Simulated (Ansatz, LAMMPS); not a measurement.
# Localised basis functions on regrown after partial melting: C with 5 % Si on C sites, (111) (192 atoms)

Aim: test how closely localised support functions follow the reference on regrown after partial melting: C with 5 % Si on C sites, (111) (192 atoms), and at what cost. A setting counts as converged where the r.m.s. difference of forces stays under 1 % of the r.m.s. force.

Main program and level: Ansatz 0.2.0; Kohn-Sham DFT, PBE, PAW (set soft_2), plane waves.

Most raw output is cut from this account.

### 1. The starting structure

The cell holds 192 atoms: 10 Si and 182 C. Its edges and angles: a = 10.086 Å, b = 8.735 Å, c = 12.789 Å, α = 90.0°, β = 90.0°, γ = 90.0°. It derives from C (diamond C) and Si. A 2 x 1 x 2 block of diamond C (a = 3.566 Å), 5 % of C replaced at random by Si with its (111) planes normal to z; the lower 50 % held fixed, the rest melted at 8000 K for 10 ps and cooled to 300 K at 50 K/ps with the Tersoff potential (Tersoff, Phys. Rev. B 39, 5566 (1989)); then all atoms free for 10 ps at 300 K, the cell's length along z at zero stress. Regions: crystal, 96 atoms (3 Si and 93 C); remelted part, 96 atoms (89 C and 7 Si).

What the set-up can't give: The network of bonds at the start is that of the classical potential that made the cell, and needn't be the one that DFT or experiment would give.

### 2. How the cell was made

A classical potential supplies the starting structure, since it reaches far longer times than DFT.

This step: classical MD, Tersoff potential (Tersoff, Phys. Rev. B 39, 5566 (1989)) (LAMMPS 22 Jul 2025 - Update 4).

File in.lmp:

```
# crystal/amorphous interface of C with 5 % Si on C sites, (111)
units metal
atom_style atomic
boundary p p p
read_data data.lmp
pair_style tersoff
pair_coeff * * SiCGe.tersoff Si(D) C
neigh_modify delay 0 every 1 check yes
thermo_style custom step time temp pe press density
thermo_modify norm yes
timestep 0.0005
thermo 100
group xtal id <= 96
group hot subtract all xtal
fix hold xtal setforce 0 0 0
compute th hot temp
thermo_modify temp th
minimize 1e-4 1e-4 200 2000
reset_timestep 0
velocity hot create 8000 410521 mom yes dist gaussian
fix lim hot nve/limit 0.05
fix lan hot langevin 8000 8000 0.05 410522
thermo 500
run 1000 post no
unfix lim
unfix lan
thermo 3333
fix md hot nvt temp 8000 8000 0.05
run 20000 post no
unfix md
thermo 38500
fix md hot nvt temp 8000 300 0.05
run 308000 post no
unfix md
unfix hold
thermo_modify temp thermo_temp
velocity xtal create 300 410524 mom yes dist gaussian
thermo 5000
fix md all npt temp 300 300 0.05 z 0 0 0.5
run 20000 post no
unfix md
write_dump all custom end.dump id type xs ys zs modify sort id
```

Run with:

```console
lmp -in in.lmp -log none -nocite
```

The job ended after 5.3 min (1 thread of Arm Neoverse N1, shared host; peak memory 0.088 GiB).

The input also reads data.lmp (atoms, bonds and types; not printed here).

### 3. Plane-wave single point

This run is the reference for what follows, at a cutoff of 420 eV.

File input.yaml:

```yaml
crystal:
  lattice:
    - [10.08617, 0.0, 0.0]
    - [0.0, 8.73488, 0.0]
    - [0.0, 0.0, 12.78879]
  atoms:
    - { symbol: Si, position: [0.95674, 0.11942, 0.02883] }
    - { symbol: Si, position: [0.95793, 0.10518, 0.18653] }
    - { symbol: C, position: [0.33651, 0.02316, 0.22135] }
    - { symbol: C, position: [0.33326, 0.02439, 0.34229] }
    - { symbol: C, position: [0.09761, 0.01154, 0.22308] }
    - { symbol: C, position: [0.08963, 0.02251, 0.34327] }
    - { symbol: C, position: [0.95352, 0.29462, 0.22293] }
    - { symbol: C, position: [0.95712, 0.27665, 0.3442] }
    - { symbol: C, position: [0.21139, 0.60813, 0.04696] }
    - { symbol: C, position: [0.2092, 0.61264, 0.17309] }
    - { symbol: C, position: [0.07703, 0.53729, 0.21488] }
    - { symbol: C, position: [0.08011, 0.53044, 0.33631] }
    - { symbol: C, position: [0.33706, 0.5335, 0.21765] }
    - { symbol: C, position: [0.33195, 0.5261, 0.33561] }
    - { symbol: C, position: [0.20846, 0.76994, 0.21558] }
    - { symbol: C, position: [0.20773, 0.77364, 0.33728] }
    - { symbol: Si, position: [0.20975, 0.27758, 0.21951] }
    - { symbol: C, position: [0.20711, 0.2716, 0.35147] }
    - { symbol: C, position: [0.0846, 0.18695, 0.38333] }
    - { symbol: C, position: [0.08096, 0.19048, 0.50381] }
    - { symbol: C, position: [0.33324, 0.18805, 0.38656] }
    - { symbol: C, position: [0.334, 0.18762, 0.50546] }
    - { symbol: C, position: [0.20862, 0.44718, 0.3782] }
    - { symbol: C, position: [0.21089, 0.44565, 0.49782] }
    - { symbol: C, position: [0.95909, 0.78129, 0.21767] }
    - { symbol: C, position: [0.96023, 0.77956, 0.34074] }
    - { symbol: C, position: [0.3332, 0.68616, 0.37477] }
    - { symbol: C, position: [0.34019, 0.69183, 0.49492] }
    - { symbol: C, position: [0.08575, 0.69256, 0.37858] }
    - { symbol: C, position: [0.09097, 0.69639, 0.50186] }
    - { symbol: C, position: [0.95854, 0.94147, 0.3825] }
    - { symbol: C, position: [0.96038, 0.94258, 0.50589] }
    [... 154 atom lines left out ...]
    - { symbol: C, position: [0.5861, 0.86123, 0.54424] }
    - { symbol: C, position: [0.58802, 0.86245, 0.66792] }
    - { symbol: C, position: [0.84125, 0.85634, 0.54286] }
    - { symbol: C, position: [0.95321, 0.78065, 0.71826] }
    - { symbol: C, position: [0.70907, 0.11393, 0.54643] }
    - { symbol: C, position: [0.70643, 0.10925, 0.66729] }
kpoints:
  mp_grid: { grid: [1, 2, 1] }
hamiltonian:
  xc: pbe
scf:
  occupations: { method: gaussian, width: 0.025 }
output:
  forces: true
  stress: true
  populations: intrinsic
  dos:
    method: { smearing: { sigma: 0.1 } }
    de: 0.1
    projected: { site_lists: { C: [C], Si: [Si] } }
  eigenvalues: true
  write_density: true
  write_potential: true
  volumetric_format: npy
```

Run with:

```console
ansatz run input.yaml --threads 4 --pin off --max-ram 8192MiB --backend cpu --events-out ev --progress --plain --runs-dir out
```

The job ended after 3.5 min (4 threads of Arm Neoverse N1, shared host; peak memory 6 GiB).

The run gave:

```
free energy                                      : -51943.7915 eV
free energy per atom                             : -270.5406 eV/atom
SCF cycles                                       : 9
pressure                                         : 24.65 GPa
r.m.s. force component                           : 1.073 eV/Å
longest force                                    : 5.89 eV/Å
Fermi energy                                     : 14.39 eV
gap (highest filled to lowest empty level) : 0.2013 eV
```

The r.m.s. force component of 1.1 eV/Å sets the scale for the differences below.

### 4. Support functions medium

With localised support functions most steps grow linearly with size, though the diagonalisation grows faster unless the density matrix is cut; this run measures error and cost at this size. The level medium gives here a grid of 48×48×60 points and a radius of 2.99 Å.

This step: Kohn-Sham DFT, PBE, PAW (set soft_2), localised support functions (medium) (Ansatz 0.2.0).

input.yaml, the sections that differ from step 3:

```yaml
scf:
  occupations: { method: gaussian, width: 0.025 }
  eigensolver: { kind: { support_functions: { accuracy: medium } } }
  max_iter: 150
output:
  forces: true
  eigenvalues: true
# crystal, kpoints, hamiltonian: as in step 3
```

Run time: 4.2 min. Hardware: 4 threads; peak memory 3.9 GiB.

The program notes that the band table was not solved further than the SCF left it and it switched symmetry off.

Keys that differ from the reference: support_functions.accuracy = "medium" and scf.max_iter = 150.

Forces differ from the reference by 0.75 meV/Å r.m.s., 0.070 % of their size, well within a tolerance of 1 %; the energy by -3.7 meV/atom.

### 5. Support functions low

The level low is asked for. Here it resolves to the same grid and radius as in the run with support functions medium, so the basis is not new.

This step: Kohn-Sham DFT, PBE, PAW (set soft_2), localised support functions (low) (Ansatz 0.2.0).

input.yaml, the sections that differ from step 4:

```yaml
scf:
  occupations: { method: gaussian, width: 0.025 }
  eigensolver: { kind: { support_functions: { accuracy: low } } }
  max_iter: 150
# crystal, kpoints, hamiltonian, output: as in step 4
```

Wall time 3.8 min (4 threads); peak memory 3.9 GiB; 15 min of CPU time.

Keys that differ from the reference: support_functions.accuracy = "low" and scf.max_iter = 150.

Forces differ from the reference by 0.75 meV/Å r.m.s., 0.07 % of their size, well within a tolerance of 1 %; the energy by -3.7 meV/atom.

### 6. Support functions medium, spacing 0.411 Å

The grid spacing sets how fine a wave the support functions can hold. The typed value is an upper bound: the grid laid has 30×24×36 points, 0.364 Å apart at most.

This step: Kohn-Sham DFT, PBE, PAW (set soft_2), localised support functions (medium) (Ansatz 0.2.0).

input.yaml, the sections that differ from step 5:

```yaml
scf:
  occupations: { method: gaussian, width: 0.025 }
  eigensolver: { kind: { support_functions: { accuracy: medium, spacing: 0.411 } } }
  max_iter: 150
# crystal, kpoints, hamiltonian, output: as in step 5
```

Wall time 3.3 min (4 threads); peak memory 2.9 GiB; 13 min of CPU time.

The program notes that the forces don't sum to zero within tolerance and the grid leaves an egg-box force.

Forces differ from the reference by 156 meV/Å r.m.s., 15 % of their size, far over a tolerance of 1 %; the energy by +42 meV/atom. The setting is coarser than the default on purpose.

### 7. Support functions medium, spacing 0.343 Å

The grid spacing sets how fine a wave the support functions can hold. The typed value is an upper bound: the grid laid has 30×30×48 points, 0.336 Å apart at most.

input.yaml, the sections that differ from step 6:

```yaml
scf:
  occupations: { method: gaussian, width: 0.025 }
  eigensolver: { kind: { support_functions: { accuracy: medium, spacing: 0.343 } } }
  max_iter: 150
# crystal, kpoints, hamiltonian, output: as in step 6
```

It took 3.6 min on 4 threads; peak memory 3.1 GiB; 14 min of CPU time.

Forces differ from the reference by 26 meV/Å r.m.s., 2.4 % of their size, over a tolerance of 1 %; the energy by +7.8 meV/atom. The setting is coarser than the default on purpose.

### 8. Support functions medium, spacing 0.297 Å

The grid spacing sets how fine a wave the support functions can hold. The typed value is an upper bound: the grid laid has 36×30×48 points, 0.291 Å apart at most.

input.yaml, the sections that differ from step 7:

```yaml
scf:
  occupations: { method: gaussian, width: 0.025 }
  eigensolver: { kind: { support_functions: { accuracy: medium, spacing: 0.297 } } }
  max_iter: 150
# crystal, kpoints, hamiltonian, output: as in step 7
```

Run time: 3.3 min. Hardware: 4 threads; peak memory 3.1 GiB.

Forces differ from the reference by 10 meV/Å r.m.s., 0.94 % of their size, within a tolerance of 1 %; the energy by -1.7 meV/atom. The setting is coarser than the default on purpose.

### 9. Support functions medium, spacing 0.263 Å

The grid spacing sets how fine a wave the support functions can hold. The typed value is an upper bound: the grid laid has 48×36×54 points, 0.243 Å apart at most.

input.yaml, the sections that differ from step 8:

```yaml
scf:
  occupations: { method: gaussian, width: 0.025 }
  eigensolver: { kind: { support_functions: { accuracy: medium, spacing: 0.263 } } }
  max_iter: 150
# crystal, kpoints, hamiltonian, output: as in step 8
```

Elapsed: 3.7 min, on 4 threads; peak memory 3.5 GiB.

Keys that differ from the reference: support_functions.accuracy = "medium", support_functions.spacing = 0.263 and scf.max_iter = 150.

Forces differ from the reference by 2.2 meV/Å r.m.s., 0.20 % of their size, well within a tolerance of 1 %; the energy by -4.0 meV/atom.

### 10. Support functions medium, spacing 0.206 Å

The grid spacing sets how fine a wave the support functions can hold. The typed value is an upper bound: the grid laid has 54×48×72 points, 0.187 Å apart at most.

input.yaml, the sections that differ from step 9:

```yaml
scf:
  occupations: { method: gaussian, width: 0.025 }
  eigensolver: { kind: { support_functions: { accuracy: medium, spacing: 0.206 } } }
  max_iter: 150
# crystal, kpoints, hamiltonian, output: as in step 9
```

The job ended after 4.6 min (4 threads; peak memory 4.4 GiB).

Keys that differ from the reference: support_functions.accuracy = "medium", support_functions.spacing = 0.206 and scf.max_iter = 150.

Forces differ from the reference by 0.73 meV/Å r.m.s., 0.068 % of their size, well within a tolerance of 1 %; the energy by -3.7 meV/atom.

### 11. Cost against change

Differences are against the plane-wave reference (Kohn-Sham DFT, PBE, PAW (set soft_2), plane waves), whose r.m.s. force component is 1.07 eV/Å. Energies are set beside the reference only for runs with its functional, potentials and electron count. Times are for 4 threads of Arm Neoverse N1, shared host. The reference's time includes the DOS, the stress and grids, which some other runs skip.

```csv
run,"Δ force, r.m.s. (meV/Å)",share of r.m.s. force (%),Δ energy (meV/atom),Δ gap (eV),cycles,time,host memory (GiB)
reference,-,-,-,-,9,3.5 min,6.0
support functions medium,0.746,0.0695,-3.69,0,12,4.2 min,3.9
support functions low,0.751,0.07,-3.69,0,11,3.8 min,3.9
"support functions medium, spacing 0.411 Å",156,14.6,42.1,-0.0016,12,3.3 min,2.9
"support functions medium, spacing 0.343 Å",26.2,2.44,7.80,-0.0027,12,3.6 min,3.1
"support functions medium, spacing 0.297 Å",10.1,0.939,-1.74,-3.0e-4,12,3.3 min,3.1
"support functions medium, spacing 0.263 Å",2.19,0.204,-4.02,0,12,3.7 min,3.5
"support functions medium, spacing 0.206 Å",0.732,0.0682,-3.71,0,12,4.6 min,4.4
```

### 12. What the reference run shows

With the settings judged, the reference run is read for its physics.

Length of the force by element:

```csv
element,coordination,atoms,mean length of the force (eV/Å),spread,least,most
C,all,182,1.62,0.797,0.137,4.41
Si,all,10,2.21,1.39,0.712,5.89
```

Intrinsic-atomic-orbital charges by element:

```csv
element,coordination,atoms,mean charge (e),spread,least,most
C,all,182,-0.0577,0.128,-0.587,0.0336
Si,all,10,1.05,0.131,0.877,1.23
```

By region:

```
       region  atoms  mean length of the force (eV/Å)  net charge (e)
      crystal     96                             1.60            0.24
remelted part     96                             1.71           -0.24
```

States in the cell by windows of 1 eV, zero at the Fermi level; the larger projections on atomic orbitals stand beside the total:

```
from (eV)  to (eV)  total   C p   C s
      -18      -17   28.6  11.7  15.9
      -17      -16   30.8  12.0  17.7
      -16      -15   30.8  13.0  16.9
      -15      -14   23.1  11.8  10.2
      -14      -13   30.8  19.4  10.2
      -13      -12   36.4  23.5  11.6
      -12      -11   34.7  23.0  10.3
      -11      -10   31.9  23.1   7.5
      -10       -9   52.0  42.5   7.9
       -9       -8   53.7  45.3   6.6
       -8       -7   55.9  49.2   4.9
       -7       -6   64.6  58.1   4.5
       -6       -5   69.2  63.6   3.6
       -5       -4   59.0  54.5   2.3
       -4       -3   42.8  38.7   1.4
       -3       -2   31.6  28.0   0.9
       -2       -1   18.6  16.1   0.6
       -1        0    8.5   6.8   0.5
        0        1    4.1   3.0   0.4
        1        2    2.1   1.5   0.3
        2        3    4.0   1.2   1.0
        3        4   22.5  10.3   7.2
        4        5   38.7  21.3   9.7
```

Between -23 and -18 eV lie 65 more states.

The levels nearest the highest filled one (over half full), pooled over k-points and spins:

```
level less the highest filled one (eV)  occupation
                                -0.613           2
                                -0.536           2
                                -0.293           2
                                -0.160           2
                                -0.106           2
                                     0           2
                                 0.201           0
                                 0.262           0
                                 0.549           0
                                 0.703           0
                                  1.81           0
                                  1.82           0
```

Planar average of the electrostatic potential energy along the normal, with the Fermi level as zero, after a running mean with a triangular window 4 Å wide at its base:

```csv
height (Å),potential energy (eV)
0.0,-12.33
0.4,-12.37
0.7,-12.36
1.1,-12.30
1.4,-12.27
1.8,-12.25
2.1,-12.27
2.6,-12.30
2.8,-12.32
3.3,-12.30
3.6,-12.24
4.0,-12.16
4.4,-12.14
4.7,-12.16
5.1,-12.18
5.4,-12.17
5.8,-12.16
6.1,-12.16
6.5,-12.13
6.8,-12.06
7.2,-12.00
7.5,-12.02
8.0,-12.12
8.2,-12.15
8.7,-12.13
9.1,-12.11
9.4,-12.10
9.8,-12.11
10.1,-12.13
10.5,-12.17
10.8,-12.18
11.2,-12.21
11.5,-12.26
11.9,-12.32
12.2,-12.32
12.6,-12.32
```

(Continued in part 2 of 2.)

[Logs are printed without paths, hosts, clocks, repeated set-up lines and the standing remarks that a program may print on its own settings, such as how far it seeks lower states.]

[Hosts, paths, dates, database ids (printed as entryN), source tags and the programs' standing remarks are cut or masked in the printed files.]
